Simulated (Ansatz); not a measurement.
# How a generalised stacking fault on (111) (shuffle set) of a GaAs-GaSb solid solution changes with slip in units of 1/2[1-10]

How does the energy change as one half of the crystal slips over the other?

Computed with Ansatz 0.2.0: Kohn-Sham DFT, PBE, PAW (set soft_2). Every run is a single point, with the atoms held where the recipe put them (cutoff of the plane-wave runs 420 eV, fermi-dirac smearing of 0.05 eV).

First member: zinc-blende GaAs lattice (a = 5.8453 Å, the value set for the mixture), cell with z along [111], 2 x 1 x 2 periods; the third cell vector is tilted by 0.000 of 1/2[1-10] and lengthened by 0 Å, so the stacking has no slip (shuffle set); displaced by a Gaussian of 0.01 Å; 10 of 24 As sites given to Sb at random (lattice constant by Vegard's rule between GaAs and GaSb).

Last member: zinc-blende GaAs lattice (a = 5.8453 Å, the value set for the mixture), cell with z along [111], 2 x 1 x 2 periods; the third cell vector is tilted by 0.917 of 1/2[1-10] and lengthened by 0 Å, so the cell holds one fault (shuffle set); displaced by a Gaussian of 0.01 Å; 10 of 24 As sites given to Sb at random (lattice constant by Vegard's rule between GaAs and GaSb).

The members:

```
slip in units of 1/2[1-10]  reduced formula  atoms  valence electrons  k-mesh        basis  density (g/cm³)
                         0       Ga12Sb5As7     48                672   2×2×1  plane waves             5.46
                    0.0833       Ga12Sb5As7     48                672   2×2×1  plane waves             5.46
                    0.1667       Ga12Sb5As7     48                672   2×2×1  plane waves             5.46
                      0.25       Ga12Sb5As7     48                672   2×2×1  plane waves             5.46
                    0.3333       Ga12Sb5As7     48                672   2×2×1  plane waves             5.46
                    0.4167       Ga12Sb5As7     48                672   2×2×1  plane waves             5.46
                       0.5       Ga12Sb5As7     48                672   2×2×1  plane waves             5.46
                    0.5833       Ga12Sb5As7     48                672   2×2×1  plane waves             5.46
                    0.6667       Ga12Sb5As7     48                672   2×2×1  plane waves             5.46
                      0.75       Ga12Sb5As7     48                672   2×2×1  plane waves             5.46
                    0.8333       Ga12Sb5As7     48                672   2×2×1  plane waves             5.46
                    0.9167       Ga12Sb5As7     48                672   2×2×1  plane waves             5.46
```

The input of the first member, without its atom lines; other members have their own cell and atoms, and may differ in mesh, basis and outputs:

```yaml
crystal:
  lattice:
    - [8.2665, 0.0, 0.0]
    - [0.0, 7.159, 0.0]
    - [0.0, 0.0, 20.24871]
  atoms:
    [... 48 lines ...]
kpoints:
  mp_grid: { grid: [2, 2, 1] }
hamiltonian:
  xc: pbe
scf:
  occupations: { method: fermi_dirac, width: 0.05 }
output:
  forces: true
  stress: true
  populations: true
  dos:
    method: { smearing: { sigma: 0.1 } }
    de: 0.1
    projected: { site_lists: { As: [As], Ga: [Ga], Sb: [Sb] } }
  eigenvalues: true
  write_density: true
  write_potential: true
  volumetric_format: npy
```

Predict the trends along the series.

Results; charges are mean Löwdin charges in e:

| slip in units of 1/2[1-10] | energy less the first member's, over the cell's cross-section (mJ/m²) | pressure (GPa) | r.m.s. force (eV/Å) | q(Ga) | q(Sb) | q(As) |
| --- | --- | --- | --- | --- | --- | --- |
| 0 | 0.0 | 3.61 | 0.501 | -0.10 | +0.39 | -0.03 |
| 0.0833 | 32.2 | 3.60 | 0.502 | -0.10 | +0.39 | -0.03 |
| 0.1667 | 140.7 | 3.55 | 0.519 | -0.10 | +0.39 | -0.03 |
| 0.25 | 341.9 | 3.51 | 0.548 | -0.10 | +0.39 | -0.03 |
| 0.3333 | 616.9 | 3.48 | 0.567 | -0.10 | +0.39 | -0.03 |
| 0.4167 | 873.8 | 3.47 | 0.554 | -0.10 | +0.39 | -0.03 |
| 0.5 | 977.3 | 3.49 | 0.541 | -0.10 | +0.39 | -0.03 |
| 0.5833 | 859.1 | 3.44 | 0.558 | -0.10 | +0.39 | -0.03 |
| 0.6667 | 590.4 | 3.51 | 0.574 | -0.10 | +0.39 | -0.03 |
| 0.75 | 308.7 | 3.51 | 0.551 | -0.10 | +0.39 | -0.03 |
| 0.8333 | 104.1 | 3.55 | 0.516 | -0.10 | +0.39 | -0.03 |
| 0.9167 | -6.5 | 3.60 | 0.496 | -0.10 | +0.39 | -0.03 |

The projection misses up to 0.022 e an atom, so the charges add up to more than the cell's charge. Löwdin charges hang on the projection basis and can even invert the polarity of covalent bonds.

Bonds in each cell, which the recipe sets and DFT didn't move; cutoffs follow each cell's own g(r) within set bounds (mean length in Å, and neighbours of the second kind about the first):

```csv
slip in units of 1/2[1-10],As-Ga length,As-Ga count,Ga-Sb length,Ga-Sb count
0,2.530,4.00,2.533,1.67
0.0833,2.531,4.00,2.534,1.67
0.1667,2.533,4.00,2.537,1.67
0.25,2.537,4.00,2.543,1.67
0.3333,2.530,3.86,2.550,1.67
0.4167,2.530,3.86,2.546,1.62
0.5,2.530,3.86,2.533,1.58
0.5833,2.530,3.86,2.546,1.62
0.6667,2.530,3.86,2.551,1.67
0.75,2.537,4.00,2.543,1.67
0.8333,2.533,4.00,2.538,1.67
0.9167,2.531,4.00,2.534,1.67
```

Cost on 8 threads of Arm Neoverse V1, shared host:

```csv
slip in units of 1/2[1-10],atoms,basis,k-mesh,SCF cycles,time,host memory (GiB)
0,48,plane waves,2×2×1,8,67 s,8.0
0.0833,48,plane waves,2×2×1,8,65 s,8.0
0.1667,48,plane waves,2×2×1,8,65 s,8.0
0.25,48,plane waves,2×2×1,8,67 s,8.0
0.3333,48,plane waves,2×2×1,8,65 s,8.0
0.4167,48,plane waves,2×2×1,9,66 s,8
0.5,48,plane waves,2×2×1,9,66 s,8.0
0.5833,48,plane waves,2×2×1,8,64 s,8.0
0.6667,48,plane waves,2×2×1,8,63 s,8.0
0.75,48,plane waves,2×2×1,8,64 s,8.0
0.8333,48,plane waves,2×2×1,8,64 s,8.0
0.9167,48,plane waves,2×2×1,8,64 s,8.0
```

Times include the outputs that each run asked for, on hosts shared with other jobs.

What the series shows: The highest energy among the slips run is 977 mJ/m², at 0.5; the atoms aren't relaxed by DFT, and random displacements add noise; the random arrangement of atoms on sites adds some scatter. The pressure lies between 3.4 and 3.6 GPa, with no steady trend; the cells follow a linear rule for the lattice rather than this functional's own volume.

**Limits.** Spin–orbit coupling is left out, which matters for the levels of the heavy elements. Some meshes are too coarse along the periodic directions to show band edges or a metallic band. The random displacements of the recipe add to the forces of every member.

[Logs are printed without paths, hosts, clocks, repeated set-up lines and the standing remarks that a program may print on its own settings, such as how far it seeks lower states.]

[Hosts, paths, dates, database ids (printed as entryN), source tags and the programs' standing remarks are cut or masked in the printed files.]
